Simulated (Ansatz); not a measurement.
# Grüneisen parameters and expansion of Be2Al (hypothetical, Fm-3m)

Wanted: mode Grüneisen parameters of Be2Al (hypothetical) and a free-energy fit over volumes. The crystal structure is hypothetical: it was made by swapping elements on a known structure type.

Main program and level: Ansatz 0.2.0; DFT PBEsol, scalar-relativistic, plane waves, PAW.

## (1) Set-up

It takes space group Fm-3m (No. 225, cubic). Conventional cell: a = 5.202 Å, b = 5.202 Å, c = 5.202 Å, α = 90.00°, β = 90.00°, γ = 90.00°. Nearest to Be lie 4 Al at 2.25 Å. Al has 8 Be at 2.25 Å nearest. Farther neighbours are not listed.

## (2) Probe on a coarse mesh

Before spending time, one coarse run tells the gap and the pressure of the starting cell.

Input file input.yaml:

```yaml
crystal:
  lattice:
    - [0.0, 2.60119, 2.60119]
    - [2.60119, 0.0, 2.60119]
    - [2.60119, 2.60119, 0.0]
  atoms:
    - { symbol: Be, position: [0.25, 0.25, 0.25] }
    - { symbol: Be, position: [0.75, 0.75, 0.75] }
    - { symbol: Al, position: [0.0, 0.0, 0.0] }
kpoints:
  mp_grid: { grid: [6, 6, 6] }
hamiltonian:
  xc: pbesol
scf:
  occupations: { method: gaussian, width: 0.1 }
output:
  forces: true
  stress: true
  eigenvalues: true
```

On the command line:

```console
$ ansatz run input.yaml --threads 4 --pin off --max-ram 8192MiB --backend cpu --events-out ev --progress --plain --runs-dir out
```

Numbers of over 12 decimals in the logs are rounded to 6 here.

What it wrote:

```text
Engine: ansatz 0.2.0, x86_64-unknown-linux-gnu
Pseudopotentials: kind: paw
Pseudopotential: Be, paw, valence charge 2, recommended cutoff 420 eV (normal), Be.paw.azcp
Pseudopotential: Al, paw, valence charge 3, recommended cutoff 420 eV (normal), Al.paw.azcp
Functional definition: PBEsol
  exchange = pbesol_x
  correlation = pbesol_c
Crystal: 3 atoms, lattice volume = 35.200 Å³
Basis set: ecut = 420 eV, 701 PW (Γ), exchange–correlation on 50×50×50 points (8 copies of the dense FFT grid, shifted against one another)
Bands: 8, of which v1, the nominal top of the filled ones, is band 4 counted from 1 (3 counted from 0)
Symmetry: 48 space group operations
Space group: Fm-3m (ITA 225), of the structure as read, at distance tolerance 3.3e-5 Å
k-points: 16 of 216
Non-local potential: Be, projectors of the file, l = 0: 2, l = 1: 2, l = 2: 1
Non-local potential: Al, projectors of the file, l = 0: 2, l = 1: 2, l = 2: 1
PAW form: soft (Blöchl's): semilocal exchange-correlation on the pseudo side does not see the compensation charge
PAW frozen core: Be, regenerated for the run's functional, and the local potential with it (the file was generated under x = pbe(κ = 0.804, μ = 0.219515), c = pbe(β = 0.066725))
PAW frozen core: Al, regenerated for the run's functional, and the local potential with it (the file was generated under x = pbe(κ = 0.804, μ = 0.219515), c = pbe(β = 0.066725))
PAW one-centre angular grid: Be, 110 points (default); XC on 64 Gauss nodes
PAW one-centre angular grid: Al, 110 points (default); XC on 64 Gauss nodes
Initial density: superposition of atomic densities (neutral atoms: chi_scale 0, normalization atom), corrected by the library's trained network
Initial wavefunctions: pseudopotential atomic-orbital guess
Functional: x = pbesol(κ = 0.804, μ = 0.123457), c = pbesol(β = 0.046)
SCF iter   1: F=—  HF=-703.276158 eV  |F-HF|=—  |Δ(HF+E_count)|=         —  Δρ=2.64e-3  dr2=3.43e-3  ethr=1.77e-3  ⟨swp⟩=5.5  Hψ=1050  notcnv=0
preconditioner: auto → none  [insulator: Δε(μ)=0.396 eV  Ē_g=8.883 eV  σ=0.100 eV  W_gap=0.96  n_scr=0 (ndim 8)  ℏωp=16.6 eV  f_vac=0.000  D(μ)=0.28/eV (n_scr^D=0)  ε∞_Penn≈4.5]
SCF iter   2: F=—  HF=-703.275288 eV  |F-HF|=—  |Δ(HF+E_count)|=   8.70e-4  Δρ=1.12e-3  dr2=6.00e-4  ethr=4.90e-5  ⟨swp⟩=1.1  Hψ=257  notcnv=0
SCF iter   3: F=—  HF=-703.275163 eV  |F-HF|=—  |Δ(HF+E_count)|=   1.25e-4  Δρ=8.71e-5  dr2=2.07e-6  ethr=8.57e-6  ⟨swp⟩=2.0  Hψ=172  notcnv=0
SCF iter   4: F=—  HF=-703.275163 eV  |F-HF|=—  |Δ(HF+E_count)|=   9.09e-8  Δρ=1.06e-5  dr2=3.11e-8  ethr=2.95e-8  ⟨swp⟩=2.4  Hψ=174  notcnv=0
iter 5 did not close the SCF: its close was put off for the readings that it lacked (scf_convergence_deferred on its scf_iter line)
SCF iter   5: F=-703.275163 eV  HF=-703.275163 eV  |F-HF|=2.26e-9  |Δ(HF+E_count)|=   2.19e-8  Δρ=2.36e-6  dr2=3.20e-9  ethr=4.44e-10  ⟨swp⟩=2.1  Hψ=172  notcnv=0
SCF iter   6: F=-703.275163 eV  HF=-703.275163 eV  |F-HF|=6.17e-11  |Δ(HF+E_count)|=   1.49e-9  Δρ=3.94e-7  dr2=9.07e-11  ethr=4.57e-11  ⟨swp⟩=2.2  Hψ=446  notcnv=0
SCF 1 converged in 6 iterations: F = -703.275163 eV  dr2 = 9.07e-11
  greatest PAW one-centre occupation: 0.485 electrons in one spin orbital (limit 2), on the Al atom at site 2 (counted from 0), in its partial waves of l = 0
SCF converged after 6 iterations
Free energy (F): -703.275163 eV
Harris-Foulkes:  -703.275163 eV  (|F-HF|=6.17e-11)
Internal energy: -703.273756 eV  (E = F + TS)
E sigma→0 (E₀):  -703.274459 eV
Entropy (-TS):   -0.001407 eV (-0.469 meV/atom)
Fermi energy:    6.502592 eV
--- Per-component energies (eV) ---
  E_band       = 16.362111
  E_kinetic    = 64.277772
  E_local      = 3.571577  (includes V_loc(G=0)·N_el)
  E_nonlocal   = 21.566783
  E_hartree    = 2.020405
  E_xc         = -78.057860
  E_vxc        = -69.920042  (∫ρ·V_xc dr)
  E_paw        = -570.120886  (= ΣΔE_a)
  E_vpaw       = -7.174797  (= ΣTr[D̂ρ^β])
  E_aug_tail   = -0.000005  (compensation charges beyond the density's cutoff)
  E_ewald      = -146.569742
  E_core_change = 0.038202  (= ΣΔE_core)
  E_smearing   = -0.001407  (= −TS)
  E_closure    = -0.000000  (closes the sum)
  Σ components = -703.275163   (vs F -703.275163, Δ=0.00e0)
--- Forces (eV/Å), atoms counted from 1 ---
  atom   1  Be     0.00000000     0.00000000     0.00000000
  atom   2  Be     0.00000000    -0.00000000     0.00000000
  atom   3  Al    -0.00000000     0.00000000    -0.00000000
  max |Σ_I F_I| component: 5.55e-17 eV/Å
--- Stress (GPa, compression-positive) ---
       13.420028      -0.000000      -0.000000
       -0.000000      13.420028       0.000000
       -0.000000       0.000000      13.420028
  P = ⅓ Tr σ = 13.4200 GPa (134.200 kbar)
--- Band table (eV; the first three rows and the last of 16) ---
  k-point 0: bands = ["-3.7428", "7.7501", "7.7501", "7.7501", "10.4535", "10.4535", "10.4535", "14.7948"]
  k-point 1: bands = ["-3.3535", "5.5565", "7.4525", "7.4525", "10.4849", "10.4849", "11.2772", "13.7731"]
  k-point 2: bands = ["-2.2029", "2.4880", "7.2256", "7.2256", "9.3234", "9.3234", "11.5373", "13.9240"]
  k-point 15: bands = ["0.7614", "1.8790", "2.9996", "3.0612", "9.2532", "11.2866", "12.8594", "15.7830"]
```

Wall time 0.27 s (4 threads of AMD EPYC 7R43, shared host); peak memory 0.32 GiB.

Numbers from this step:

- pressure: 13.42 GPa
- volume per atom: 11.73 Å³
- gap on the k-mesh: 0 eV

The start is under 13 GPa at this level and looks like a metal on this mesh.

## (3) A loose first relaxation

The start is far from rest, so a relaxation with loose thresholds first brings it near the minimum.

Changes to input.yaml since step 2:

```diff
@@ -19 +19,6 @@
   eigenvalues: true
+relax:
+  adjacent_minimum: "off"
+  f_tol: 0.05
+  max_steps: 80
+  cell: { stress_tol: 0.5 }
```

What it wrote:

```text
[...]
Crystal: 3 atoms, lattice volume = 35.200 Å³
Basis set: ecut = 420 eV, 701 PW (Γ), exchange–correlation on 50×50×50 points (8 copies of the dense FFT grid, shifted against one another)
Bands: 8, of which v1, the nominal top of the filled ones, is band 4 counted from 1 (3 counted from 0)
Symmetry: 48 space group operations
[...]
k-points: 16 of 216
[...]
SCF iter   1: F=—  HF=-703.276158 eV  |F-HF|=—  |Δ(HF+E_count)|=         —  Δρ=2.64e-3  dr2=3.43e-3  ethr=1.77e-3  ⟨swp⟩=5.5  Hψ=1050  notcnv=0
[...]
SCF iter   6: F=-703.275163 eV  HF=-703.275163 eV  |F-HF|=6.17e-11  |Δ(HF+E_count)|=   1.49e-9  Δρ=3.94e-7  dr2=9.07e-11  ethr=4.57e-11  ⟨swp⟩=2.2  Hψ=446  notcnv=0
SCF 1 converged in 6 iterations: F = -703.275163 eV  dr2 = 9.07e-11
[...]
relax step   1: F+E_penalty+E_count = -703.27516318 eV  Δ(F+E_penalty+E_count) = +0.000e0 eV  max|allowed force component| = 2.467e-17 eV/Å  Δτ_max = 0.0000 Å  P = +13.420 GPa  Ω = 35.200 Å³  (6 SCF iters, dr2 threshold 1.00e-7 eV, accepted)
Crystal: 3 atoms, lattice volume = 38.065 Å³
Basis set: ecut = 420 eV, 725 PW (Γ), exchange–correlation on 50×50×50 points (8 copies of the dense FFT grid, shifted against one another)
[...]
iter 1 solved again at ethr=9.59e-5 eV; its pass at ethr=3.10e-3 eV (dr2=6.71e-3 eV) is discarded
[...]
SCF iter   5: F=-703.433485 eV  HF=-703.433485 eV  |F-HF|=2.32e-11  |Δ(HF+E_count)|=   1.07e-8  Δρ=6.31e-7  dr2=2.34e-10  ethr=7.86e-10  ⟨swp⟩=1.8  Hψ=387  notcnv=0
SCF 2 converged in 5 iterations: F = -703.433485 eV  dr2 = 2.34e-10
[...]
relax step   2: F+E_penalty+E_count = -703.43348479 eV  Δ(F+E_penalty+E_count) = -1.583e-1 eV  max|allowed force component| = 8.327e-17 eV/Å  Δτ_max = 0.0000 Å  P = +4.827 GPa  Ω = 38.065 Å³  energy of the carried Pulay correction = -5.661e-4 eV  (5 SCF iters, dr2 threshold 3.00e-7 eV, accepted)
Crystal: 3 atoms, lattice volume = 39.887 Å³
Basis set: ecut = 420 eV, 749 PW (Γ), exchange–correlation on 50×50×50 points (8 copies of the dense FFT grid, shifted against one another)
[...]
SCF iter   5: F=-703.463598 eV  HF=-703.463598 eV  |F-HF|=1.35e-10  |Δ(HF+E_count)|=   4.98e-9  Δρ=6.45e-7  dr2=3.32e-10  ethr=2.77e-10  ⟨swp⟩=1.3  Hψ=376  notcnv=0
SCF 3 converged in 5 iterations: F = -703.463598 eV  dr2 = 3.32e-10
[...]
relax step   3: F+E_penalty+E_count = -703.46359848 eV  Δ(F+E_penalty+E_count) = -3.011e-2 eV  max|allowed force component| = 5.551e-17 eV/Å  Δτ_max = 0.0000 Å  P = +0.677 GPa  Ω = 39.887 Å³  energy of the carried Pulay correction = -9.037e-4 eV  (5 SCF iters, dr2 threshold 3.00e-7 eV, accepted)
[...]
relax step   4: F+E_penalty+E_count = -703.46424634 eV  Δ(F+E_penalty+E_count) = -6.479e-4 eV  max|allowed force component| = 3.084e-17 eV/Å  Δτ_max = 0.0000 Å  P = -0.000 GPa  Ω = 40.225 Å³  energy of the carried Pulay correction = -9.646e-4 eV  (3 SCF iters, dr2 threshold 3.00e-7 eV, accepted)
Basis set: ecut = 420 eV, 749 PW (Γ), exchange–correlation on 54×54×54 points (8 copies of the dense FFT grid, shifted against one another)
[...]
SCF iter   3: F=-703.466445 eV  HF=-703.466445 eV  |F-HF|=7.76e-9  |Δ(HF+E_count)|=   6.16e-7  Δρ=6.19e-6  dr2=1.71e-9  ethr=4.29e-11  ⟨swp⟩=3.0  Hψ=469  notcnv=0
SCF 5 converged in 3 iterations: F = -703.466445 eV  dr2 = 1.71e-9
relax step   5: F+E_penalty+E_count = -703.46644490 eV  Δ(F+E_penalty+E_count) = -2.199e-3 eV  max|allowed force component| = 6.168e-17 eV/Å  Δτ_max = 0.0000 Å  P = +0.086 GPa  Ω = 40.225 Å³  stress off target by 8.56e-2 GPa  SCF on the basis re-selected at this cell (its energy is not comparable with the rows above)  (3 SCF iters)
basis re-selected at this cell: Δ(F+E_penalty+E_count) = -2.199e-3 eV, ΔP = +0.086 GPa vs the last step (what re-selecting the basis moved, of the pressure what is left beyond the Pulay correction that the steps carried, after the strain that the cell walked since its last selection, with what the two solves' SCF thresholds leave and, on support functions, any second-order correction that the steps lacked; it is no measure of the basis error at this ecutwfc). The dense FFT grid was sized anew with the basis: this SCF ran on 27×27×27 points, the steps before it on 25×25×25, so part of this shift can come from that change (see relax.cell in the input reference). [rest of the remark cut]
SCF converged after 3 iterations
Free energy (F): -703.466445 eV
[...]
Internal energy: -703.462885 eV  (E = F + TS)
E sigma→0 (E₀):  -703.464665 eV
Entropy (-TS):   -0.003560 eV (-1.187 meV/atom)
Fermi energy:    5.293507 eV
[...]
--- Stress (GPa, compression-positive) ---
        0.085610       0.000000       0.000000
        0.000000       0.085610       0.000000
        0.000000       0.000000       0.085610
  P = ⅓ Tr σ = 0.0856 GPa (0.856 kbar)
--- Band table (eV; the first three rows and the last of 16) ---
[...]
--- Relaxed structure (4 steps of the walk, 4 accepted, 1 SCFs on fresh bases) ---
  F+E_penalty+E_count = -703.46644490 eV   max|allowed force component| = 6.168e-17 eV/Å   (the final SCF, on the basis selected at the relaxed cell)
  cell:  # Å, volume = 40.2250 Å³
    - [0, 2.719497, 2.719497]
    - [2.719497, 0, 2.719497]
    - [2.719497, 2.719497, 0]
  atoms:
    - { symbol: Be, position: [0.25, 0.25, 0.25] }
    - { symbol: Be, position: [0.750000, 0.750000, 0.750000] }
    - { symbol: Al, position: [0, 0, 0] }
```

Elapsed: 0.94 s, on 4 threads; peak memory 0.3 GiB.

Relaxation path:

```
step  energy less that of the first step (eV)  largest force component (eV/Å)  pressure (GPa)  volume (Å³)
   1                                   0.0000                          0.0000           13.42        35.20
   2                                  -0.1583                          0.0000            4.83        38.07
   3                                  -0.1884                          0.0000            0.68        39.89
   4                                  -0.1891                          0.0000            0.00        40.22
  5*                                  -0.1913                          0.0000            0.09        40.22
```

Relaxation steps marked * repeat the geometry before them on a plane-wave basis chosen anew for their cell, so energy and pressure can jump there.

The run keeps the 48 symmetry operations that it works with, so distortions that break them were not tested.

```
conventional cell, symmetrised  before  after   change
                         a (Å)   5.202  5.439   +4.5 %
                         b (Å)   5.202  5.439   +4.5 %
                         c (Å)   5.202  5.439   +4.5 %
              volume (Å³/atom)   11.73  13.41  +14.3 %
```

The relaxed structure:

```xyz
3
Lattice="0.0000 2.7195 2.7195 2.7195 0.0000 2.7195 2.7195 2.7195 0.0000" Properties=species:S:1:pos:R:3 pbc="T T T"
Be    1.3597    1.3597    1.3597
Be    4.0792    4.0792    4.0792
Al    0.0000    0.0000    0.0000
```

Numbers from this step:

```
pressure        : 0.08561 GPa
volume per atom : 13.41 Å³
```

The relaxation ends with a pressure of 0.09 GPa.

[end of part 1 of 5]

[Logs are printed without paths, hosts, clocks, repeated set-up lines and the standing remarks that a program may print on its own settings, such as how far it seeks lower states.]

[Hosts, paths, dates, database ids (printed as entryN), source tags and the programs' standing remarks are cut or masked in the printed files.]

[A step with changed settings may run another functional than the one named; its input shows which.]


